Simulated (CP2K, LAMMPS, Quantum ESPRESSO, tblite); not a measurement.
# Codes compared on amorphous carbon (150 atoms)

Wanted: errors and costs of other methods on amorphous carbon (150 atoms). A plane-wave run serves as the reference.

Method: Kohn-Sham DFT, PBE, SSSP efficiency 1.3.0 pseudopotentials, plane waves, in Quantum ESPRESSO 7.5.

**1. The structure**

The cell holds 150 atoms: 150 C. Its edges and angles: a = 10.082 Å, b = 10.082 Å, c = 10.082 Å, α = 90.0°, β = 90.0°, γ = 90.0°. 150 atoms (150 C) placed at random at 2.92 g/cm³, melted at 6000 K for 10 ps at fixed volume with the Tersoff potential (Tersoff, Phys. Rev. B 39, 5566 (1989)). Quenched from 6000 K to 300 K at 100 K/ps and fixed volume, held 5 ps, then minimised at fixed cell.

**2. The reference run**

pw.in

```
&control
  calculation = 'scf'
  pseudo_dir = './pseudo'
  outdir = './tmp'
  disk_io = 'none'
  tprnfor = .true.
  tstress = .true.
/
&system
  ibrav = 0
  nat = 150
  ntyp = 1
  ecutwfc = 45
  ecutrho = 360
  nosym = .true.
  occupations = 'smearing'
  smearing = 'fd'
  degauss = 0.003675
/
&electrons
  conv_thr = 7.5e-07
  electron_maxstep = 100
  mixing_beta = 0.2
  mixing_mode = 'local-TF'
  diagonalization = 'david'
/
ATOMIC_SPECIES
C 12.011 C.upf
CELL_PARAMETERS angstrom
10.08240 0.00000 0.00000
0.00000 10.08240 0.00000
0.00000 0.00000 10.08240
ATOMIC_POSITIONS crystal
C 0.20638 0.45076 0.40057
C 0.20597 0.09873 0.21948
C 0.42804 0.43293 0.99627
C 0.95131 0.14171 0.87574
C 0.07578 0.52033 0.33765
C 0.63557 0.08606 0.92176
C 0.61542 0.51349 0.14223
C 0.66044 0.55726 0.61766
C 0.90154 0.26746 0.92536
C 0.25807 0.27938 0.90417
C 0.85278 0.53320 0.46782
C 0.55455 0.35945 0.57999
[... 134 atom lines left out ...]
C 0.66131 0.83504 0.06544
C 0.78326 0.11497 0.44334
C 0.76324 0.50555 0.15947
C 0.21665 0.00561 0.95487
K_POINTS gamma
```

Launch:

```console
OMP_NUM_THREADS=1 mpirun -np 4 pw.x -in pw.in > output.txt
```

The program printed:

```text
Program PWSCF
     gamma-point specific algorithms are used
     one sub-group per band group will be used
     scalapack distributed-memory algorithm (size of sub-group:  2*  2 procs)
     Parallelization info
     sticks:   dense  smooth     PW     G-vecs:    dense   smooth      PW
     Min        2600    1298    325               199567    70526    8817
     Max        2602    1299    328               199578    70535    8820
     Sum       10405    5193   1305               798295   282113   35273
     bravais-lattice index     =            0
     lattice parameter (alat)  =      19.0530  a.u.
     unit-cell volume          =    6916.5317 (a.u.)^3
     number of atoms/cell      =          150
     number of atomic types    =            1
     number of electrons       =       600.00
[... lines left out ...]
     scf convergence threshold =      7.5E-07
[... lines left out ...]
     number of k points=     1  Fermi-Dirac smearing, width (Ry)=  0.0037
[... lines left out ...]
     total energy              =   -2758.60208535 Ry
[... lines left out ...]
     total energy              =   -2755.34735798 Ry
[... lines left out ...]
     total energy              =   -2755.83548860 Ry
[... lines left out ...]
     total energy              =   -2755.82505254 Ry
[... lines left out ...]
     total energy              =   -2755.82505286 Ry
[... lines left out ...]
    -8.5192  -8.4353  -8.3735  -8.2174  -8.1754  -8.0979  -8.0619  -7.8828
    -7.7711  -7.6651  -7.5158  -7.4870  -7.3332  -7.2365  -7.1025  -7.0907
[...]
14.1513  14.2329  14.3437  14.3935  14.4560  14.4866  14.7726  14.9140
    15.0947  15.6898  15.8532  15.9314  15.9614  16.0948  16.2657  16.3558
     the Fermi energy is    10.8602 ev
!    total energy              =   -2755.82505312 Ry
     total all-electron energy =    -11420.439727 Ry
     estimated scf accuracy    <       0.00000036 Ry
     smearing contrib. (-TS)   =      -0.02427012 Ry
     internal energy E=F+TS    =   -2755.80078300 Ry
     The total energy is F=E-TS. E is the sum of the following terms:
     one-electron contribution =     245.58794504 Ry
     hartree contribution      =     272.59880968 Ry
     xc contribution           =    -693.43534512 Ry
     ewald contribution        =   -1655.58688422 Ry
     one-center paw contrib.   =    -924.96530838 Ry
     convergence has been achieved in  15 iterations
     Forces acting on atoms (cartesian axes, Ry/au):
     atom    1 type  1   force =    -0.03196465   -0.00531675    0.02893119
     atom    2 type  1   force =     0.02025491   -0.04997222    0.03086206
     atom    3 type  1   force =     0.04009814   -0.01112262    0.03414310
[...]
atom  149 type  1   force =     0.00043927    0.00335922    0.00653686
     atom  150 type  1   force =     0.06333963    0.02700063   -0.06628177
     Total force =     1.106841     Total SCF correction =     0.001300
     Computing stress (Cartesian axis) and pressure
          total   stress  (Ry/bohr**3)                   (kbar)     P=       28.84
   0.00020700  -0.00001972   0.00018560           30.45       -2.90       27.30
  -0.00001972   0.00016329  -0.00029569           -2.90       24.02      -43.50
   0.00018560  -0.00029569   0.00021778           27.30      -43.50       32.04
     Message from routine punch:
     Nothing written, as per user request (disk_io='none')
```

It took 2.6 min on 4 MPI ranks of Arm Neoverse V1, shared host; peak memory 3.7 GiB; 10 min of CPU time.

Banners, paths, timers and routine set-up lines are dropped from the logs unmarked, and long logs keep their key lines alone; longer cuts are marked.

Numbers from this run:

* r.m.s. force component: 1.342 eV/Å
* longest force: 4.721 eV/Å
* pressure: 2.884 GPa

**3. The ladder**

The programs:
- CP2K 2026.2: Gaussian basis with GTH pseudopotentials and a plane-wave density; labels give functional, basis (MOLOPT sets; SR short-range, UZH the newer set with its own potentials), grid cutoff/relative cutoff and solver (OT: orbital transformation; TRS4, TC2, SIGN: linear-scaling purification with its sparsity filter), or its built-in tight binding.
- tblite 0.8.0: extended tight binding, driven from Python.

All use the same cell and atoms; the electronic-structure runs use the same k-mesh, and an electronic temperature of 580 K (0.05 eV) where levels are smeared.

Differences are against the plane-wave reference, forces as r.m.s. over components; share is that over the reference's r.m.s. force, slope the least-squares factor from reference forces to these. Total energies of different programs have different zeros and aren't compared.

```
                                                              run  Δ force, r.m.s. (meV/Å)  share (%)  slope  Δ pressure (GPa)  cores  CPU time  memory (GiB)
                                                        reference                        -          -      -                 -      4    10 min           3.7
          CP2K PBE, DZVP-UZH, 225/50 Ry, diagonalisation (coarse)                     42.8       3.19  1.018              1.96      4    17 min           2.1
                   CP2K PBE, DZVP-UZH, 450/50 Ry, diagonalisation                     35.9       2.68  1.018              1.96      4    17 min           3.4
     CP2K PBE, SZV-MOLOPT-SR, 450/50 Ry, diagonalisation (coarse)                      522       38.9  1.353              11.0      2   6.6 min           2.2
CP2K PBEsol, PBE potentials, DZVP-UZH, 450/50 Ry, diagonalisation                     57.0       4.25  1.001            -0.758      4    17 min           3.4
                                                  tblite GFN2-xTB                      282       21.1  1.077             -12.6      1      24 s          0.15
```

Rows marked coarse were listed beforehand as settings not expected to be converged; some can still land near the reference.

CPU time is summed over cores on a shared host, where runs went side by side, so it is rough. Symmetry, cutoffs, thresholds, outputs and thread counts weren't matched or tuned between programs; memory under MPI is the largest rank's times the ranks.

Within one program, basis, potentials and functional, energies share a zero. Each run against its twin at the usual cutoff or grid and solver:

```
                                           run                                  twin  Δ energy (meV/atom)  Δ force, r.m.s. (meV/Å)  CPU time over the twin's
CP2K PBE, DZVP-UZH, 225/50 Ry, diagonalisation  DZVP-UZH, 450/50 Ry, diagonalisation              -0.0036                     24.9                      0.97
```

**4. Results**

```yaml
reference_r_m_s_force_component: 1.34 eV/Å
nearest_in_forces: CP2K PBE, DZVP-UZH, 450/50 Ry, diagonalisation, 2.7 %
farthest_in_forces: CP2K PBE, SZV-MOLOPT-SR, 450/50 Ry, diagonalisation (coarse), 39 %
cheapest_electronic_structure_run_beside_the_reference: tblite GFN2-xTB, 24 s of CPU time
```

**Reading.** The PBE run in local orbitals, coarse settings apart, differs by 2.7 % (CP2K PBE, DZVP-UZH, 450/50 Ry, diagonalisation); basis, grid and potentials can all enter. Tight binding differs by 21 % (tblite GFN2-xTB); it is another model, with fitted parameters of its own, and the xTB methods hold dispersion. Rows with another functional or a dispersion term differ by 4.2 % (CP2K PBEsol, PBE potentials, DZVP-UZH, 450/50 Ry, diagonalisation), which mixes the change of model with differences of basis and potentials, some of them made for another functional. Runs with settings chosen to be coarse differ by 3.2 % (CP2K PBE, DZVP-UZH, 225/50 Ry, diagonalisation) to 39 % (CP2K PBE, SZV-MOLOPT-SR, 450/50 Ry, diagonalisation), their programs' other errors included. One electronic-structure run takes under half the reference's CPU time: tblite GFN2-xTB, at 21 % in 24 s against 10 min; its pressure misses by -12.6 GPa. CP2K PBE, SZV-MOLOPT-SR, 450/50 Ry, diagonalisation stiffens the forces by a factor of 1.35 while following their directions (correlation 0.993); the slopes of the 4 CP2K runs lie between 1.00 and 1.35. In pressure, CP2K PBE, SZV-MOLOPT-SR, 450/50 Ry, diagonalisation misses by +11.0 GPa, at the same functional. In the reference: levels near the Fermi energy are neither full nor empty under the smearing, so no gap is quoted. Periodic xTB results under one method name differ between programs and library versions. The reference's pressure holds the uncorrected Pulay stress of its 45 Ry basis, so small pressure differences, and their order, may be the reference's own error. The quench rate of 100 K/ps is many orders above laboratory rates, so the cell is likely richer in defects and strain than a real sample. The network of bonds at the start is that of the classical potential that made the cell, and needn't be the one that DFT or experiment would give. The reference's pressure of 2.9 GPa belongs to a cell and atoms that aren't relaxed at this level. The electronic-structure runs sample only Γ, in a cell whose shortest periodic width is 10 Å, which is coarse for a cell with partly filled levels.

[Also dropped from logs without a mark: logging warnings of Python, and SIESTA's first energy breakdown and zero terms.]

[Logs are printed without paths, hosts, clocks, repeated set-up lines and the standing remarks that a program may print on its own settings, such as how far it seeks lower states.]

[Hosts, paths, dates, database ids (printed as entryN), source tags and the programs' standing remarks are cut or masked in the printed files.]
